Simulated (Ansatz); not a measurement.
# Σ3 (111) boundary in bcc Ta, starting shift (0.5, 0): structure and resistance, part 2 of 3

Wanted: what the Σ3 (111) boundary in bcc Ta, starting shift (0.5, 0) costs an interconnect.

Ansatz 0.2.0; Ansatz plane-wave DFT, PBE, PAW files; relaxation of a bicrystal slab with its lowest layers held; PAW set soft_1 (the session's first sound run).

So far. Step 2 (Relaxing the bicrystal): The largest force component on a free atom ends at 0.012 eV/Å, under the tolerance of 0.03, after 20 steps.

### 3. Transmission across the boundary

Bulk layers of each grain are laid under and over the relaxed boundary, and a lead is named in the middle of each, away from the free faces. The mesh across the current, 16×16, is finer than the density's, because channels open and close sharply across the zone. Energies from -0.1 to 0.1 eV in steps of 0.05 eV are too few for the program's thermal sum, so it prints no conductance; for a metal the transmission near the Fermi level serves, at a fraction of the cost.

This step: Ansatz plane-wave DFT, PBE, PAW files; ballistic transport by layer matching (Landauer), zero bias; boundary relaxed in a short slab, bulk layers laid on; PAW set soft_1 (Ansatz 0.2.0).

System of this step: Σ3 (111) boundary in bcc Ta, starting shift (0.5, 0). The cell holds 44 atoms: 44 Ta. Its edges and angles: a = 4.671 Å, b = 4.671 Å, c = 49.248 Å, α = 90.0°, β = 90.0°, γ = 120.0°. It derives from Ta. Regions: lower grain, 18 atoms (18 Ta); boundary, 11 atoms (11 Ta); upper grain, 15 atoms (15 Ta). Vacuum lies along c.

The input, input.yaml:

```yaml
crystal:
  lattice:
    - [4.6705251426, 0.0, 0.0]
    - [-2.3352625713, 4.0447934225, 0.0]
    - [0.0, 0.0, 49.2483216342]
  atoms:
    - { symbol: Ta, position: [-7.6666666666, -15.3333333332, 0.081221042] }
    - { symbol: Ta, position: [-7.3333333332, -14.6666666665, 0.1005794063] }
    - { symbol: Ta, position: [-6.9999999999, -13.9999999998, 0.1199377706] }
    - { symbol: Ta, position: [-6.6666666666, -13.3333333332, 0.139296135] }
    - { symbol: Ta, position: [-6.3333333333, -12.6666666665, 0.1586544993] }
    - { symbol: Ta, position: [-5.9999999999, -11.9999999999, 0.1780128636] }
    - { symbol: Ta, position: [-5.6666666666, -11.3333333332, 0.1973712279] }
    - { symbol: Ta, position: [-5.3333333333, -10.6666666665, 0.2167295923] }
    - { symbol: Ta, position: [-4.9999999999, -9.9999999999, 0.2360879566] }
    - { symbol: Ta, position: [-4.6666666666, -9.3333333332, 0.2554463209] }
    - { symbol: Ta, position: [-4.3333333333, -8.6666666666, 0.2748046852] }
    - { symbol: Ta, position: [-4.0, -7.9999999999, 0.2941630496] }
    - { symbol: Ta, position: [-3.6666666666, -7.3333333333, 0.3135214139] }
    - { symbol: Ta, position: [-3.3333333333, -6.6666666666, 0.3328797782] }
    - { symbol: Ta, position: [-3.0, -5.9999999999, 0.3522381425] }
    - { symbol: Ta, position: [-2.6666666666, -5.3333333333, 0.3715965069] }
    - { symbol: Ta, position: [-2.3333333333, -4.6666666666, 0.3909548712] }
    - { symbol: Ta, position: [-2.0, -4.0, 0.4103132355] }
    - { symbol: Ta, position: [0.3333333334, 0.6666666667, 0.4296715998] }
    - { symbol: Ta, position: [0.6666556398, 0.3333112795, 0.4475774791] }
    - { symbol: Ta, position: [2.46005e-05, 4.92009e-05, 0.4688438469] }
    - { symbol: Ta, position: [0.3333181236, 0.6666362471, 0.4896361618] }
    - { symbol: Ta, position: [0.6671586239, 0.3343172478, 0.502948888] }
    - { symbol: Ta, position: [0.0048789787, 0.0097579574, 0.5289935717] }
    - { symbol: Ta, position: [0.675692121, 0.351384242, 0.5542876488] }
    - { symbol: Ta, position: [0.3431474859, -0.3137050282, 0.5682703524] }
    - { symbol: Ta, position: [0.0098084988, 0.0196169976, 0.5887479161] }
    - { symbol: Ta, position: [0.6768163561, 0.3536327121, 0.6092812288] }
    - { symbol: Ta, position: [0.343391601, -0.3132167979, 0.6284034931] }
    - { symbol: Ta, position: [-1.9899417323, -4.9798834646, 0.6477618575] }
    - { symbol: Ta, position: [-2.3232750656, -5.6465501313, 0.6671202218] }
    - { symbol: Ta, position: [-2.656608399, -6.3132167979, 0.6864785861] }
    - { symbol: Ta, position: [-2.9899417323, -6.9798834646, 0.7058369504] }
    - { symbol: Ta, position: [-3.3232750656, -7.6465501312, 0.7251953148] }
    - { symbol: Ta, position: [-3.6566083989, -8.3132167979, 0.7445536791] }
    - { symbol: Ta, position: [-3.9899417323, -8.9798834646, 0.7639120434] }
    - { symbol: Ta, position: [-4.3232750656, -9.6465501312, 0.7832704077] }
    - { symbol: Ta, position: [-4.6566083989, -10.3132167979, 0.8026287721] }
    - { symbol: Ta, position: [-4.9899417323, -10.9798834645, 0.8219871364] }
    - { symbol: Ta, position: [-5.3232750656, -11.6465501312, 0.8413455007] }
    - { symbol: Ta, position: [-5.6566083989, -12.3132167978, 0.860703865] }
    - { symbol: Ta, position: [-5.9899417323, -12.9798834645, 0.8800622294] }
    - { symbol: Ta, position: [-6.3232750656, -13.6465501312, 0.8994205937] }
    - { symbol: Ta, position: [-6.6566083989, -14.3132167978, 0.918778958] }
kpoints:
  mp_grid: { grid: [6, 6, 1] }
hamiltonian:
  xc: pbe
  pseudopotentials: { kind: paw, azcp: { folder: soft_1 } }
scf:
  occupations: { method: fermi_dirac, width: 0.1 }
output:
  transmission:
    leads: [[10, 11], [35, 36]]
    kmesh: [16, 16]
    e_range: [-0.1, 0.1]
    de: 0.05
  write_potential: true
  write_density: true
  volumetric_format: npy
  elf: true
```

The run is started by

```sh
$ ansatz run input.yaml --threads 4 --pin off --max-ram 15360MiB --backend cpu --events-out ev --progress --plain --runs-dir out
```

Numbers of over 12 decimals in the logs are rounded to 6 here.

Log:

```text
[...]
Crystal: 44 atoms, lattice volume = 930.365 Å³
Basis set: ecut = 420 eV, 18171 PW (Γ)
Bands: 344, of which v1, the nominal top of the filled ones, is band 286 counted from 1 (285 counted from 0)
Symmetry: 2 space group operations
[...]
k-points: 13 of 36 (time reversal used)
[...]
SCF iter   1: F=—  HF=-437071.354454 eV  |F-HF|=—  |Δ(HF+E_count)|=         —  Δρ=5.17e-2  dr2=1.10e3  ethr=3.10e-3  ⟨swp⟩=8.0  Hψ=19171  notcnv=0  defer=25
[...]
SCF iter  12: F=-437053.995917 eV  HF=-437053.995917 eV  |F-HF|=1.36e-8  |Δ(HF+E_count)|=   1.73e-8  Δρ=9.70e-7  dr2=2.94e-8  ethr=1.75e-11  ⟨swp⟩=19.8  Hψ=18702  notcnv=0
SCF 1 converged in 12 iterations: F = -437053.995917 eV  dr2 = 2.94e-8
[...]
transmission: 463 of 4599 steps passed
transmission: 920 of 4599 steps passed
[...]
transmission: 4599 of 4599 steps passed
WARN: The output density's exchange-correlation potential varies sharply where the density is thin. Do not read a vacuum level from v_tot or v_xc, or from such a field of the output density. On a cell that repeats whose density bears no net charge and no dipole along the vacuum's axis use v_es (v_loc + v_h of the components); under efield.dipole_correction with no amplitude use v_es + v_field, which holds any externa [...]
SCF converged after 12 iterations
Free energy (F): -437053.995917 eV
[...]
Internal energy: -437052.021983 eV  (E = F + TS)
E sigma→0 (E₀):  -437053.008950 eV
Entropy (-TS):   -1.973934 eV (-44.862 meV/atom)
Fermi energy:    15.337142 eV
[...]
--- Band table (eV; the first three rows and the last of 13) ---
  k-point 0: bands = [... 282 lower, 14.9472, 15.0649, 15.0712, 15.2195, 15.2233, 15.2308, 15.4070, 15.4141, ... 54 higher]
  k-point 1: bands = [... 282 lower, 15.2055, 15.2509, 15.2576, 15.2935, 15.3650, 15.3984, 15.4971, 15.5119, ... 54 higher]
  k-point 2: bands = [... 282 lower, 15.4199, 15.4870, 15.5130, 15.5335, 15.5585, 15.6526, 15.6931, 15.7112, ... 54 higher]
  k-point 12: bands = [... 282 lower, 15.1513, 15.1714, 15.1865, 15.2185, 15.2462, 15.2721, 15.3223, 15.3984, ... 54 higher]
--- Transmission ---
  basis      : 163 plane waves across, 63 finite elements along
  points     : 73, standing for a mesh of 16 x 16
  energies   : 5 from -0.100000 to 0.100000 eV about the Fermi level, 0.050000 eV apart; the leads are filled to 0.000000 eV, and channels, transmission and decay are at 0.000000 eV
  crystal 0  : Ta2, at the sites [10, 11], period 1.9067 Å, over 18.11 Å; its Hamiltonian steps by up to 7.5 meV
    offset         : up to 0.0000 Å between an atom of the period and one for which it stands
    channels       : 4.441406e0 a spin
    conductance    : none, the energies end too early or step too widely for 300 K: set another output.transmission.e_range or a lower de, or, where they end at an eighth of basis.ecutwfc, a higher one
[...]
channels       : 4.441406e0 a spin
[...]
junction   : crystal 0 to crystal 1, 13.06 to 38.10 Å
    transmission   : 2.390633e0 a spin
[...]
```

The job ended after 13 min (4 threads of Arm Neoverse V1, shared host; peak memory 7.7 GiB; 45 min of CPU time).

The column dr2 measures how far the density is from self-consistency, as an energy; F and HF (Harris–Foulkes) agree once it is small.

Numbers from this step:

```yaml
free_energy: -437053.9959 eV
energy_at_zero_smearing: -437053.0089 eV
fermi_energy: 15.34 eV
cell_area: 18.89 Å²
transmission_per_spin_nearest_the_fermi_level: 2.391
open_channels_per_spin_nearest_the_fermi_level: 4.441
open_channels_per_spin_upper_lead: 4.441
step_of_the_lead_s_potential: 7.5 meV
step_of_the_upper_lead_s_potential: 31.6 meV
```

Per spin. The transmission, zone mean by energy, zero at the Fermi level:

| energy (eV) | transmission, zone mean |
| --- | --- |
| -0.1000 | 2.51 |
| -0.0500 | 2.44 |
| 0.0000 | 2.39 |
| 0.0500 | 2.30 |
| 0.1000 | 2.17 |

Per spin. Table of open channels, zone mean, lead = upper lead by energy, zero at the Fermi level:

| energy (eV) | open channels, zone mean, lead = upper lead |
| --- | --- |
| -0.1000 | 4.51 |
| -0.0500 | 4.44 |
| 0.0000 | 4.44 |
| 0.0500 | 4.18 |
| 0.1000 | 3.97 |

Transmission over k1 and k2. At 0.0000 eV from the Fermi level.

Ten even steps from '_' (0.88) to '@' (3.30):
```
##@@@@%%====%%@@@@####**----**##
##@@%%%%%%++%%%%%%@@##**--__--**
==%%%%##%%@@@@%%##%%%%==--____--
--++%%%%****--****%%%%==--------
==++++@@**++::::++**@@++====****
##%%%%@@--::::::::::--@@%%%%####
##@@%%%%**::::::::::::**%%%%@@##
%%@@%%##**++::::--::::++**##%%@@
####@@%%%%**::::::::::::**%%%%@@
######%%%%@@--::::::::::--@@%%%%
==****====++@@**++::::++**@@++++
----------==%%%%****--****%%%%++
==--____--==%%%%##%%@@@@%%##%%%%
##**--__--**##@@%%%%%%++%%%%%%@@
####**----**####@@@@%%====%%@@@@
%%####==--==####%%####==--==####
```
Columns: k1 (b1) from -0.5 to 0.438; rows upwards: k2 (b2) from -0.5 to 0.438.

Open channels over k1 and k2. At 0.0000 eV from the Fermi level.

Ten even steps from '_' (3.00) to '@' (8.00):
```
::======::::======::::::====::::
::========@@========::::::::::::
::====================::==::::==
==::========__========::====::==
::::@@====::____::====@@::::::::
::======______________======::::
::========____________========::
::========::__________::========
::::========____________========
::::::======______________======
::::::::::@@====::____::====@@::
====::====::========__========::
::==::::==::====================
::::::::::::::========@@========
::::::====::::::======::::======
::::::::==::::::::::::::==::::::
```
Columns: k1 (b1) from -0.5 to 0.438; rows upwards: k2 (b2) from -0.5 to 0.438.

Electrostatic potential energy in the ca plane at fractional y = 0.333, with atoms of Ta within 0.2 Å of it. With pseudopotentials it is smooth inside the atoms' cores, unlike the true potential.

Ten even steps from '0' (-43 eV) to '9' (19 eV), each cell a mean:
```
89999988999999889999998899999988999999999999
68999865689997657899876678998756789999999999
25898521268974113689731137986311479999999999
03787300048872001588610016885100279999999999
04787400158873001588620026885100379999999999
46898643478986335799853358997533689999999999
88999887899998778999987789999877899999999999
99999999999999999999999999999999999999999999
99999999999999999999999999999999999999999999
99988899999889999988899999888999999999999999
99988999999889999998899999988999999999999999
99999999999999999999999999999999999999999999
```
Columns run along c (16.0 Å, from fractional 0.68 to 1.00 of the cell; values clipped at the 3rd and 97th percentile), rows up along a (4.7 Å). Atoms in or near the plane, at fractional coordinates: Ta at (0.73, 0.68), Ta at (0.78, 0.68), Ta at (0.84, 0.68), Ta at (0.90, 0.68).

Valence density in the ca plane at fractional y = 0.333, with atoms of Ta within 0.2 Å of it. It is the smooth field of the valence electrons, not physical close to the nuclei.

Ten even steps from '0' (0.0 e/Å³) to '9' (4.6 e/Å³), each cell a mean:
```
00000000000000000000000000000000000000000000
10000012100001221000012210000122000000000000
72000279620013885100148841001588300000000000
95101598941016988300289982003889610000000000
94101499830015997200169961002799510000000000
41000145310002453100025520001354100000000000
00000001000000110000001100000010000000000000
00000000000000000000000000000000000000000000
00000000000000000000000000000000000000000000
00000000000000000000000000000000000000000000
00000000000000000000000000000000000000000000
00000000000000000000000000000000000000000000
```
Columns run along c (16.0 Å, from fractional 0.68 to 1.00 of the cell), rows up along a (4.7 Å). Atoms in or near the plane, at fractional coordinates: Ta at (0.73, 0.68), Ta at (0.78, 0.68), Ta at (0.84, 0.68), Ta at (0.90, 0.68).

ELF in the ca plane at fractional y = 0.333, with atoms of Ta within 0.2 Å of it. It is the smooth field of the valence electrons, not physical close to the nuclei.

Values, 7 rows by 16 columns, each cell a mean:
```
0.33 0.44 0.31 0.36 0.41 0.31 0.40 0.37 0.30 0.42 0.35 0.31 0.39 0.30 0.07 0.01
0.47 0.32 0.61 0.42 0.36 0.62 0.37 0.42 0.61 0.34 0.48 0.59 0.26 0.31 0.10 0.01
0.51 0.32 0.53 0.48 0.40 0.52 0.41 0.47 0.52 0.37 0.51 0.54 0.26 0.31 0.11 0.01
0.32 0.38 0.42 0.32 0.36 0.43 0.34 0.34 0.41 0.36 0.35 0.39 0.32 0.32 0.09 0.01
0.45 0.44 0.41 0.46 0.42 0.41 0.46 0.41 0.42 0.45 0.40 0.42 0.38 0.21 0.05 0.00
0.40 0.29 0.36 0.38 0.28 0.39 0.36 0.28 0.41 0.35 0.28 0.39 0.21 0.11 0.03 0.00
0.46 0.37 0.43 0.44 0.36 0.45 0.43 0.36 0.46 0.41 0.36 0.45 0.30 0.16 0.04 0.00
```
Columns run along c (16.0 Å, from fractional 0.68 to 1.00 of the cell), rows up along a (4.7 Å). Atoms in or near the plane, at fractional coordinates: Ta at (0.73, 0.68), Ta at (0.78, 0.68), Ta at (0.84, 0.68), Ta at (0.90, 0.68).

Over the solved energies the transmission per spin lies between 2.17 and 2.51, out of 4.31 channels of the lead on average (up to 4.51). The log calls the step of a lead's potential too much.

### 4. Specific resistance

This step: Ansatz plane-wave DFT, PBE, PAW files; ballistic transport by layer matching (Landauer), zero bias; specific resistance of the boundary; PAW set soft_1 (Ansatz 0.2.0).

Numbers from this step:

```yaml
area_resistance: 0.4668 fΩ m²
t_over_the_leads_mean_channel_count: 0.5479
```

Averaged over the energies near the Fermi level, 54.8 % of the channels pass, which makes 0.467 fΩ m².

By hand, with T and the leads' channels N averaged over the energies near the Fermi level: RA = A (h/2e²)(1/T − ½[1/N₁ + 1/N₂]) = 18.89×10⁻²⁰ m² × 12 906 Ω × (1/2.361 − ½[1/4.310 + 1/4.310]) = 0.467 fΩ m².

(Part 2 of 3 ends here.)

[Logs are printed without paths, hosts, clocks, repeated set-up lines and the standing remarks that a program may print on its own settings, such as how far it seeks lower states.]

[Hosts, paths, dates, database ids (printed as entryN), source tags and the programs' standing remarks are cut or masked in the printed files.]
